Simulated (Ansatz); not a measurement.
# Calculated records

**Al2O3 (Corundum): band gap by G0W0 on HSE06**

The structure is trigonal, space group R-3c (No. 167). Conventional cell: a = 4.760 Å, b = 4.760 Å, c = 12.996 Å, α = 90.00°, β = 90.00°, γ = 120.00°. Al has 6 O at 1.85 to 1.97 Å nearest. Nearest to O lie 4 Al at 1.85 to 1.97 Å. Farther neighbours and most contacts between anions are not listed.

```xyz
10
Lattice="2.3803 1.3742 4.3319 -2.3803 1.3742 4.3319 0.0000 -2.7485 4.3319" Properties=species:S:1:pos:R:3 pbc="T T T"
Al    0.0000    0.0000    4.5765
Al    0.0000    0.0000    1.9213
Al    0.0000    0.0000    8.4191
Al    0.0000    0.0000   11.0743
O    -0.9203    1.3742    7.5808
O    -0.7300   -1.4841    7.5808
O     1.6503    0.1099    7.5808
O     0.9203   -1.3742    5.4148
O     0.7300    1.4841    5.4148
O    -1.6503   -0.1099    5.4148
```

| Quantity | Value |
| --- | --- |
| method | G0W0 on HSE06, plane waves, PAW (and 1 further level or step) |
| program | Ansatz 0.2.0 |
| settings of one run | cutoff 420 eV, 4×4×4 k-mesh, default PAW, empty bands 466, screening cutoff 180 eV, screening contour deformation, QP bands (v3, c3) |
| cost | 2 runs, 75 s in all on 1 × NVIDIA H100 80GB HBM3 (shared by 6 runs) with 3 threads of AMD EPYC 7R13 (Zen 3), shared host (the runs of this entry) |
| notes | In doubt: masses and optical values from hybrid runs of this build are listed as unsure (in some of the runs), which bears on the screening that GW takes from such a start. The cell and positions come from the Crystallography Open Database and are kept as given unless a step says otherwise. Bands and cutoff are finite, so the gap is not at the basis limit. The miss can reach some tenths of an eV and take either sign; the mesh is an error of its own. |
| HSE06 gap | 8.08 eV, direct |
| G0W0 gap on the mesh | 9.77 eV, from k = Γ to k = Γ |
| GW settings | 4×4×4 mesh, 466 empty bands, screening to 180 eV |
| known limits | not at the basis limit |

G0W0 changes the gap by +1.69 eV, from 8.08 eV to 9.77 eV on the mesh: the valence edge shifts by −0.68 eV and the conduction edge by +1.01 eV on the run's own scale. Z is 0.83 and 0.87 at the edges, as usual for well-defined quasiparticles.

[Paths, hosts, dates, memory and timing lines, banners, echoed tables and standing remarks are left out of the program output.]

[Logs are printed without paths, hosts, clocks, repeated set-up lines and the standing remarks that a program may print on its own settings, such as how far it seeks lower states.]

[Runs of the session that timed out or met a known fault of the program may be left out.]

[Cells called generated may have been cut or substituted from an entry of the Crystallography Open Database or the Materials Project.]

[No measured gap is set beside runs whose start may be inverted or whose files or cutoffs have a known fault.]

[Hosts, paths, dates, database ids (printed as entryN), source tags and the programs' standing remarks are cut or masked in the printed files.]
